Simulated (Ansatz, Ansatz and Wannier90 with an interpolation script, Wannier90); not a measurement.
# BaTiO3 (Barioperovskite): quasiparticle bands by Wannier interpolation, part 3 of 3

Aim: the G0W0 bands of BaTiO3 (Barioperovskite) along the symmetry lines, with the gap off the mesh.

Ansatz 0.2.0; LDA, Wannier functions and G0W0, plane waves, PAW. Known limits of the many-body steps: not at the basis limit; no spin-orbit coupling; coarse k mesh.

So far. Step 2 (LDA bands): The gap is indirect, with the least direct gap 0.16 eV higher. Step 4 (Wannier functions by Wannier90 (O:2p Ti:3d) on 8×8×8): Near the gap the model misses directly solved bands by 0.1 meV r.m.s. and by 1 meV at most in the window tested. This tests the starting bands, not the corrections carried with them.

## Step 5: G0W0 at every point of the mesh: 4×4×4 mesh, 268 empty bands, screening to 150 eV

Now the one-shot GW correction: screening in the RPA, then the self-energy of the levels asked for.

This step: G0W0 on LDA, plane waves, PAW.

Contents of input.yaml:

```yaml
crystal:
  lattice:
    - [3.9855, 0.0, 0.0]
    - [0.0, 2.8369, 2.84515]
    - [0.0, -2.8369, 2.84515]
  atoms:
    - { symbol: Ba, position: [0.0, 0.0, 0.0] }
    - { symbol: Ti, position: [0.5, 0.5124, 0.5124] }
    - { symbol: O, position: [0.0, 0.4874, 0.4874] }
    - { symbol: O, position: [0.5, 0.50524, 0.99184] }
    - { symbol: O, position: [0.5, 0.99184, 0.50524] }
kpoints:
  mp_grid: { grid: [4, 4, 4] }
hamiltonian:
  xc: lda
scf:
  occupations: { method: fixed }
gw:
  n_empty_bands: 268
  ecut_chi: 150.0
  qp_bands: [v9, c5]
  screening: { model: contour_deformation }
```

Run with:

```
$ ansatz run input.yaml --threads 8 --pin off --max-ram 18432MiB --backend cpu --events-out ev --progress --plain --runs-dir out
```

Numbers of over 12 decimals in the logs are rounded to 6 here.

The log of the run:

```text
[...]
Crystal: 5 atoms, lattice volume = 64.337 Å³
Basis set: ecut = 420 eV, 1249 PW (Γ)
Bands: 25, of which v1, the nominal top of the filled ones, is band 20 counted from 1 (19 counted from 0)
Symmetry: 4 space group operations
[...]
k-points: 21 of 64 (time reversal used)
[...]
SCF iter   1: F=—  HF=-9904.434213 eV  |F-HF|=—  |Δ(HF+E_count)|=         —  Δρ=1.89e-2  dr2=2.25e-1  ethr=1.77e-3  ⟨swp⟩=4.3  Hψ=2215  notcnv=0  defer=40
[...]
SCF iter   8: F=-9904.388729 eV  HF=-9904.388729 eV  |F-HF|=1.47e-8  |Δ(HF+E_count)|=   2.81e-7  Δρ=6.76e-6  dr2=2.64e-8  ethr=2.50e-10  ⟨swp⟩=8.2  Hψ=2551  notcnv=0
SCF 1 converged in 8 iterations: F = -9904.388729 eV  dr2 = 2.64e-8
[...]
G₀W₀ screening: q 1/21
[... further progress lines ...]
[...]
SCF converged after 8 iterations
Free energy (F): -9904.388729 eV
[...]
Internal energy: -9904.388729 eV  (E = F + TS)
E sigma→0 (E₀):  -9904.388729 eV
Fermi energy:    9.875325 eV
[...]
--- Band table (eV; the first three rows and the last of 21) ---
  k-point 0: bands = [... 16 lower, 8.7484, 9.5552, 9.6661, 9.7125, 11.6928, 11.7568, 11.9207, 13.9748, ... 1 higher]
  k-point 1: bands = [... 16 lower, 8.4230, 8.6557, 9.2959, 9.4019, 11.8544, 12.6419, 12.6973, 14.0092, ... 1 higher]
  k-point 2: bands = [... 16 lower, 8.0266, 8.1945, 9.0852, 9.1677, 11.9199, 13.4132, 13.4411, 14.0060, ... 1 higher]
  k-point 20: bands = [... 16 lower, 7.5383, 9.8287, 9.8648, 9.8753, 14.0510, 14.0927, 14.1034, 16.5350, ... 1 higher]
--- G₀W₀: contour deformation, 7 samples at zero and on the imaginary axis and 2 off it, 64 q-points, 268 empty bands' worth ---
  eigenvalues of the whole cell's RPA ε∞ on this k-mesh (on a slab, of 1 + 4πα/V) = 6.4960, 6.5624, 6.6230; static W/v taken at q = 0 is 0.152434
  `?` marks the rows in doubt; gw_qp.tsv's column doubts and the gw_qp event give each row's grounds
    ik  band        ε_KS         Σx   Σc(E_QP)       V_xc       Z   E_QP_lin       E_QP  E_QP is
     0    12      7.6057   -25.2886     4.7465   -20.1632  0.6989     7.2224     7.2269  root
     0    13      7.6080   -25.3387     4.7801   -20.1668  0.6987     7.2113     7.2163  root
     0    14      7.6104   -25.3039     4.7864   -20.1249  0.6982     7.2128     7.2178  root
     0    15      8.6386   -24.4535     4.6210   -19.5651  0.6941     8.3690     8.3712  root
     0    16      8.6959   -24.5312     4.6576   -19.5942  0.6950     8.4142     8.4165  root
     0    17      8.7484   -24.5679     4.7058   -19.5800  0.6961     8.4641     8.4664  root
     0    18      9.5552   -25.2618     3.9056   -21.1631  0.7199     9.3614     9.3621  root
     0    19      9.6661   -25.8654     4.2284   -21.4082  0.7202     9.4362     9.4373  root
     0    20      9.7125   -25.9698     4.2871   -21.4480  0.7204     9.4768     9.4779  root
     0    21     11.6928   -12.6239    -6.5762   -20.5621  0.7323    13.0977    13.0549  root
     0    22     11.7568   -12.7513    -6.4669   -20.5688  0.7317    13.1494    13.1073  root
     0    23     11.9207   -13.3362    -6.2368   -20.8902  0.7292    13.2777    13.2379  root
     0    24     13.9748   -16.0005    -6.9455   -24.5324  0.7177    15.6320    15.5611  root
     0    25     14.0218   -16.1389    -6.9865   -24.7123  0.7159    15.6805    15.6087  root
[...]
4    13      6.4463   -22.9083     4.9737   -17.7932  0.5952     6.3031     6.3048  root ?
[...]
9    13      6.3852   -23.2479     4.9792   -18.1328  0.5979     6.2477     6.2494  root ?
[...]
15    13      6.4497   -22.8229     4.9994   -17.6930  0.5884     6.3176     6.3192  root ?
[...]
20    21     14.0510   -14.6758    -7.8606   -23.8535  0.6660    15.4463    15.3681  root
    20    22     14.0927   -14.7025    -7.9393   -23.9588  0.6631    15.4901    15.4097  root
    20    23     14.1034   -14.6873    -7.9566   -23.9558  0.6623    15.4949    15.4153  root
    20    24     16.5350    -9.0881    -5.0218   -15.0478  0.7874    17.4888    17.4728  root
    20    25     16.5922    -8.6531    -4.8650   -14.4272  0.7969    17.5148    17.5013  root
```

It took 3.7 min on 8 threads of Arm Neoverse V1, shared host; peak memory 2.1 GiB.

This step gave:

| Property | Result |
| --- | --- |
| bands summed | 288 |
| RPA ε∞ on this mesh (eigenvalues) | 6.496, 6.562, 6.623 |
| plane waves in the screening matrix | 255 |
| q-points in the mesh | 64 |
| G0W0 gap on the mesh | 3.414 eV |
| k of the valence top | -0.5, -0.5, -0.5 |
| k of the conduction bottom | 0, 0, 0 |
| starting gap on the mesh | 1.817 eV |
| Z at the valence top | 0.7102 |
| Z at the conduction bottom | 0.7323 |
| least direct G0W0 gap on the computed points | 3.577 eV |

The gap on the mesh goes from 1.82 eV to 3.41 eV, a correction of +1.60 eV. Between the two edge states, bare exchange in place of the xc potential would open the gap by 12.79 eV, and correlation takes back 11.20 eV.

## Step 6: Interpolating the corrections

A script adds the corrections, carried to the Wannier functions and back, to the LDA levels, along the path and on a 13×13×13 mesh.

| Quantity | Value |
| --- | --- |
| G0W0 gap over the zone | 3.414 eV |
| valence top at | A_0 |
| conduction bottom at | Γ |
| starting gap over the zone | 1.817 eV |
| least direct G0W0 gap | 3.577 eV |
| G0W0 gap on the mesh | 3.414 eV |
| valence width, start | 4.471 eV |
| valence width, G0W0 | 4.589 eV |
| gap by a rigid shift | 3.413 eV |

Levels solved directly plus the interpolated quasiparticle correction. Limits: finite bands, cutoff and mesh; no spin-orbit coupling; coarse k mesh. The quasiparticle bands at the labelled points (eV, zero at the valence-band top of each set):

```csv
point,band 17,band 18,band 19,band 20,band 21
Γ,-1.17,-0.28,-0.20,-0.16,3.41
halfway,-1.54,-1.07,-0.98,-0.50,4.40
Y,-1.76,-0.95,-0.91,-0.12,5.12
halfway,-1.76,-0.95,-0.91,-0.12,5.12
C0,-1.76,-0.95,-0.91,-0.12,5.12
jump to Σ0,-1.76,-0.95,-0.91,-0.12,5.12
halfway,-1.49,-1.10,-0.95,-0.52,4.28
Γ,-1.17,-0.28,-0.20,-0.16,3.41
halfway,-1.60,-1.23,-0.50,-0.49,3.53
Z,-1.80,-1.73,-0.83,-0.78,3.62
halfway,-2.18,-0.96,-0.64,-0.54,4.88
A0,-2.36,-0.05,-0.01,0.00,5.77
jump to E0,-2.36,-0.05,-0.01,0.00,5.77
halfway,-2.36,-0.05,-0.01,0.00,5.77
T,-2.36,-0.05,-0.01,0.00,5.77
halfway,-2.37,-0.56,-0.54,-0.09,5.40
Y,-1.76,-0.95,-0.91,-0.12,5.12
jump to Γ,-1.17,-0.28,-0.20,-0.16,3.41
halfway,-1.49,-1.25,-0.56,-0.48,3.58
S,-1.82,-1.70,-0.81,-0.74,3.66
halfway,-1.43,-1.40,-1.06,-0.51,4.40
R,-1.83,-0.93,-0.92,-0.06,5.14
halfway,-1.47,-1.41,-1.11,-0.51,4.41
Z,-1.80,-1.73,-0.83,-0.78,3.62
halfway,-2.18,-0.96,-0.61,-0.54,4.90
T,-2.36,-0.05,-0.01,0.00,5.77
```

The same for LDA:

```csv
point,band 17,band 18,band 19,band 20,band 21
Γ,-1.13,-0.32,-0.21,-0.16,1.82
Y,-1.65,-0.88,-0.84,-0.10,3.55
C0,-1.65,-0.88,-0.84,-0.10,3.55
Σ0,-1.65,-0.88,-0.84,-0.10,3.55
Γ,-1.13,-0.32,-0.21,-0.16,1.82
Z,-1.82,-1.74,-0.79,-0.74,1.99
A0,-2.34,-0.05,-0.01,0.00,4.18
E0,-2.34,-0.05,-0.01,0.00,4.18
T,-2.34,-0.05,-0.01,0.00,4.18
Y,-1.65,-0.88,-0.84,-0.10,3.55
Γ,-1.13,-0.32,-0.21,-0.16,1.82
S,-1.85,-1.68,-0.79,-0.71,2.04
R,-1.70,-0.85,-0.84,-0.05,3.57
Z,-1.82,-1.74,-0.79,-0.74,1.99
```

Minima of the lowest conduction band, from levels solved directly at the displaced points, plus the interpolated correction; masses are left empty at degenerate points, on flat bands and where the interpolated correction rules the curvature; G0W0 masses are rough. Conduction valleys, by row:

```csv
point,k (reciprocal lattice),valleys in the zone,G0W0 level above the valence top (eV),LDA level above the valence top (eV),G0W0 principal masses (m_e),LDA principal masses (m_e)
Γ,0.000 0.000 0.000,1,3.414,1.817,0.457 0.760 1.015,0.410 0.687 0.991
-,0.077 0.000 0.000,2,3.459,1.877,0.474 0.702 3.708,0.480 0.530 5.844
```

Second differences of levels solved directly at the displaced points, plus the interpolated correction, at the quasiparticle band edges; no spin-orbit coupling; left empty where the band is flat or the interpolated correction rules the curvature. Effective masses, by row:

```csv
carrier,point,Cartesian direction,band,LDA mass (m_e),G0W0 mass (m_e)
hole,A_0,100,20,0.773,0.721
hole,A_0,100,19,1.076,0.976
hole,A_0,010,20,0.97,0.859
hole,A_0,010,19,3.506,3.838
hole,A_0,001,20,2.675,2.69
hole,A_0,001,19,1.43,1.22
hole,A_0,110,20,0.898,0.815
hole,A_0,110,19,1.277,1.222
hole,A_0,111,20,1.129,1.041
hole,A_0,111,19,1.435,1.315
electron,Γ,100,21,0.409,0.455
electron,Γ,010,21,0.999,1.024
electron,Γ,001,21,0.689,0.764
electron,Γ,110,21,0.58,0.63
electron,Γ,111,21,0.61,0.666
```

Corrections by starting level (eV, on the run's own energy scale, so only their differences matter):

```csv
start,correction
-4.47,−0.35
-3.76,−0.09
-3.08,−0.19
-2.75,−0.33
-2.45,−0.37
-2.13,−0.24
-1.49,−0.28
-1.00,−0.22
-0.71,−0.27
-0.48,−0.26
-0.01,−0.24
1.92,+1.37
2.04,+1.32
3.23,+1.33
3.73,+1.33
4.10,+1.59
5.97,+1.37
7.46,+1.07
```

## Step 7: LDA+SOC bands, for comparison

Spin-orbit coupling can split or shift the edges; a non-collinear run measures by how much.

This step: DFT, LDA with spin-orbit coupling, plane waves, PAW.

input.yaml, the sections that differ from step 5:

```yaml
kpoints:
  mp_grid: { grid: [4, 4, 4] }
  band_path:
    path:
      - [[0.0, 0.0, 0.0], [0.0, 0.5, 0.5], [0.0, 0.50144773, 0.49855227]]
      - [[0.0, 0.49855227, -0.49855227], [0.0, 0.0, 0.0], [0.5, 0.0, 0.0], [0.5, 0.49855227, -0.49855227]]
      - [[0.5, 0.50144773, 0.49855227], [0.5, 0.5, 0.5], [0.0, 0.5, 0.5]]
      - [[0.0, 0.0, 0.0], [0.0, 0.5, 0.0], [0.5, 0.5, 0.0], [0.5, 0.0, 0.0], [0.5, 0.5, 0.5]]
    npoints: 10
scf:
  occupations: { method: fermi_dirac, width: 0.02 }
  n_extra_bands: 10
magnetization:
  noncollinear: true
  spin_orbit: true
output:
  eigenvalues: true
# crystal, hamiltonian: as in step 5
# gw: removed
```

The log of the run:

```text
[...]
non-collinear run that drives no moment, with spin-orbit: no starting moment large enough to seed its density (crystal.atoms[].spin), no starting occupations that ask for one, no magnetisation constraint and no magnetic field, so the semilocal B_xc is pinned to zero
Crystal: 5 atoms, lattice volume = 64.337 Å³
Basis set: ecut = 420 eV, 1249 PW (Γ)
Bands: 50, of which v1, the nominal top of the filled ones, is band 40 counted from 1 (39 counted from 0)
Symmetry: 4 space group operations + 4 with time reversal
[...]
k-points: 21 of 64 (time reversal used)
Projection manifold: j_resolved (fully-relativistic pseudo-atomic orbitals)
[...]
SCF iter   1: F=—  HF=-9909.639246 eV  |F-HF|=—  |Δ(HF+E_count)|=         —  Δρ=5.67e-2  dr2=2.08e0  dr2_m=0.00e0 (ungated)  ethr=3.10e-3  |M|=0.00e0 ∫|m|=0.00e0 μB  |m|>n=0.0e0 m-floor=0.0e0 τ_xc=0.0e0  β_m=0.30  ⟨swp⟩=9.8  Hψ=5610  notcnv=0
[...]
spin=Noncollinear: Resta preconditioning applied to the charge; magnetization (m_x, m_y, m_z) channels mix plain (no charge-response kernel on spin).
SCF iter   2: F=—  HF=-9909.298030 eV  |F-HF|=—  |Δ(HF+E_count)|=   3.41e-1  Δρ=3.55e-2  dr2=9.32e-1  dr2_m=0.00e0 (ungated)  ethr=3.10e-3  |M|=0.00e0 ∫|m|=0.00e0 μB  |m|>n=0.0e0 m-floor=0.0e0 τ_xc=0.0e0  β_m=0.56  ⟨swp⟩=3.3  Hψ=1794  notcnv=0  defer=70
[...]
SCF iter   9: F=-9909.046070 eV  HF=-9909.046070 eV  |F-HF|=7.91e-10  |Δ(HF+E_count)|=   1.14e-6  Δρ=4.32e-6  dr2=8.05e-9  dr2_m=0.00e0 (ungated)  ethr=2.50e-10  |M|=0.00e0 ∫|m|=0.00e0 μB  |m|>n=0.0e0 m-floor=0.0e0 τ_xc=0.0e0  ⟨swp⟩=10.4  Hψ=4469  notcnv=0
SCF 1 converged in 9 iterations: F = -9909.046070 eV  dr2 = 8.05e-9
[...]
SCF converged after 9 iterations
Magnetization: |M| = 0.0000 μB,  M = (+0.0000, +0.0000, +0.0000) μB
Absolute magnetization: 0.0000 μB (∫|m|)
  site 0: m = (+0.0000, +0.0000, +0.0000) μB, |m| = 0.0000 μB  (R = 1.14 Å)
  site 1: m = (+0.0000, +0.0000, +0.0000) μB, |m| = 0.0000 μB  (R = 0.79 Å)
  site 2: m = (+0.0000, +0.0000, +0.0000) μB, |m| = 0.0000 μB  (R = 0.82 Å)
  site 3: m = (+0.0000, +0.0000, +0.0000) μB, |m| = 0.0000 μB  (R = 0.79 Å)
  site 4: m = (+0.0000, +0.0000, +0.0000) μB, |m| = 0.0000 μB  (R = 0.79 Å)
Free energy (F): -9909.046070 eV
[...]
Internal energy: -9909.046070 eV  (E = F + TS)
E sigma→0 (E₀):  -9909.046070 eV
Fermi energy:    10.793022 eV
[...]
--- Band table (eV; the first three rows and the last of 21) ---
  k-point 0: bands = [... 36 lower, 9.6727, 9.6727, 9.7448, 9.7448, 11.6902, 11.6902, 11.7566, 11.7566, ... 6 higher]
  k-point 1: bands = [... 36 lower, 9.2865, 9.2900, 9.4086, 9.4156, 11.8528, 11.8540, 12.6359, 12.6419, ... 6 higher]
  k-point 2: bands = [... 36 lower, 9.0806, 9.0806, 9.1695, 9.1695, 11.9189, 11.9189, 13.4074, 13.4074, ... 6 higher]
  k-point 20: bands = [... 36 lower, 9.8623, 9.8623, 9.8769, 9.8769, 14.0498, 14.0498, 14.0913, 14.0913, ... 6 higher]
```

Wall time 12 s (8 threads); peak memory 0.92 GiB; 92 s of CPU time.

This step gave:

- filled bands: 40
- gap: 1.813 eV
- valence top at: A_0
- conduction bottom at: Γ
- least direct gap: 1.945 eV

The gap is that of LDA.

The electronic bands at the labelled points (eV, zero at the top of the highest nominally filled band):

```csv
point,band 37,band 38,band 39,band 40,band 41,band 42,band 43,band 44
Γ,-0.20,-0.20,-0.13,-0.13,1.81,1.81,1.88,1.88
halfway,-0.99,-0.99,-0.47,-0.47,2.83,2.83,2.85,2.85
Y,-0.78,-0.78,-0.10,-0.10,3.55,3.55,3.61,3.61
halfway,-0.78,-0.78,-0.10,-0.10,3.55,3.55,3.61,3.61
C0,-0.78,-0.78,-0.10,-0.10,3.55,3.55,3.61,3.61
jump to Σ0,-0.78,-0.78,-0.10,-0.10,3.55,3.55,3.61,3.61
halfway,-0.97,-0.97,-0.50,-0.48,2.70,2.70,2.95,2.96
Γ,-0.20,-0.20,-0.13,-0.13,1.81,1.81,1.88,1.88
halfway,-0.54,-0.51,-0.46,-0.46,1.92,1.92,2.73,2.74
Z,-0.80,-0.80,-0.74,-0.74,1.99,1.99,3.51,3.51
halfway,-0.59,-0.59,-0.52,-0.52,3.31,3.31,3.72,3.73
A0,-0.01,-0.01,0.00,0.00,4.17,4.17,4.21,4.21
jump to E0,-0.01,-0.01,0.00,0.00,4.17,4.17,4.21,4.21
halfway,-0.01,-0.01,0.00,0.00,4.17,4.17,4.21,4.21
T,-0.01,-0.01,0.00,0.00,4.17,4.17,4.21,4.21
halfway,-0.50,-0.50,-0.07,-0.07,3.82,3.83,3.86,3.86
Y,-0.78,-0.78,-0.10,-0.10,3.55,3.55,3.61,3.61
jump to Γ,-0.20,-0.20,-0.13,-0.13,1.81,1.81,1.88,1.88
halfway,-0.59,-0.59,-0.47,-0.46,1.98,1.98,2.76,2.77
S,-0.80,-0.80,-0.71,-0.71,2.04,2.04,3.53,3.53
halfway,-1.02,-1.00,-0.49,-0.48,2.80,2.81,3.55,3.55
R,-0.77,-0.77,-0.05,-0.05,3.56,3.56,3.59,3.59
halfway,-1.07,-1.05,-0.49,-0.48,2.82,2.82,3.56,3.56
Z,-0.80,-0.80,-0.74,-0.74,1.99,1.99,3.51,3.51
halfway,-0.57,-0.57,-0.52,-0.52,3.32,3.32,3.75,3.75
T,-0.01,-0.01,0.00,0.00,4.17,4.17,4.21,4.21
```

## Step 8: Summary of results

```json
{
 "LDA gap": "1.82 eV",
 "G0W0 gap over the zone": "3.41 eV, indirect",
 "least direct G0W0 gap, in the model": "3.58 eV",
 "with the spin-orbit change": "3.41 eV",
 "GW settings": "4×4×4 mesh, 268 empty bands, screening to 150 eV",
 "known limits": "not at the basis limit; no spin-orbit coupling; coarse k mesh"
}
```

In words: The Wannier model follows the LDA bands to under 1 meV r.m.s. near the gap. The G0W0 gap over the zone is 3.41 eV, indirect, from A0 to Γ; on the mesh alone it is 3.41 eV, nearly the same. The valence width in the model goes from 4.47 eV to 4.59 eV. At the band edge the lightest electron mass is 0.41 m_e at the start and 0.46 m_e in G0W0; the G0W0 masses rest on corrections from the 4×4×4 mesh alone and are rough. LDA+SOC gives a gap of 1.81 eV on the same path, a spin-orbit change of −0.004 eV that would bring the G0W0 gap to 3.41 eV. Bands and cutoff are finite, so the gap is not at the basis limit. The miss can reach some tenths of an eV and take either sign; the mesh is an error of its own. Above the frozen window of the model the interpolated levels need not meet the computed ones, even at points of the mesh. The 4×4×4 mesh is coarse for this cell (its supercell is 16 Å along the shortest edge). The RPA ε∞ on it, from the LDA start, is 6.50, 6.56 and 6.62; such meshes misread the long-range screening, most where the gap is narrow.

[Paths, hosts, dates, memory and timing lines, banners, echoed tables and standing remarks are left out of the program output.]

[Logs are printed without paths, hosts, clocks, repeated set-up lines and the standing remarks that a program may print on its own settings, such as how far it seeks lower states.]

[Runs of the session that timed out or met a known fault of the program may be left out.]

[Hosts, paths, dates, database ids (printed as entryN), source tags and the programs' standing remarks are cut or masked in the printed files.]
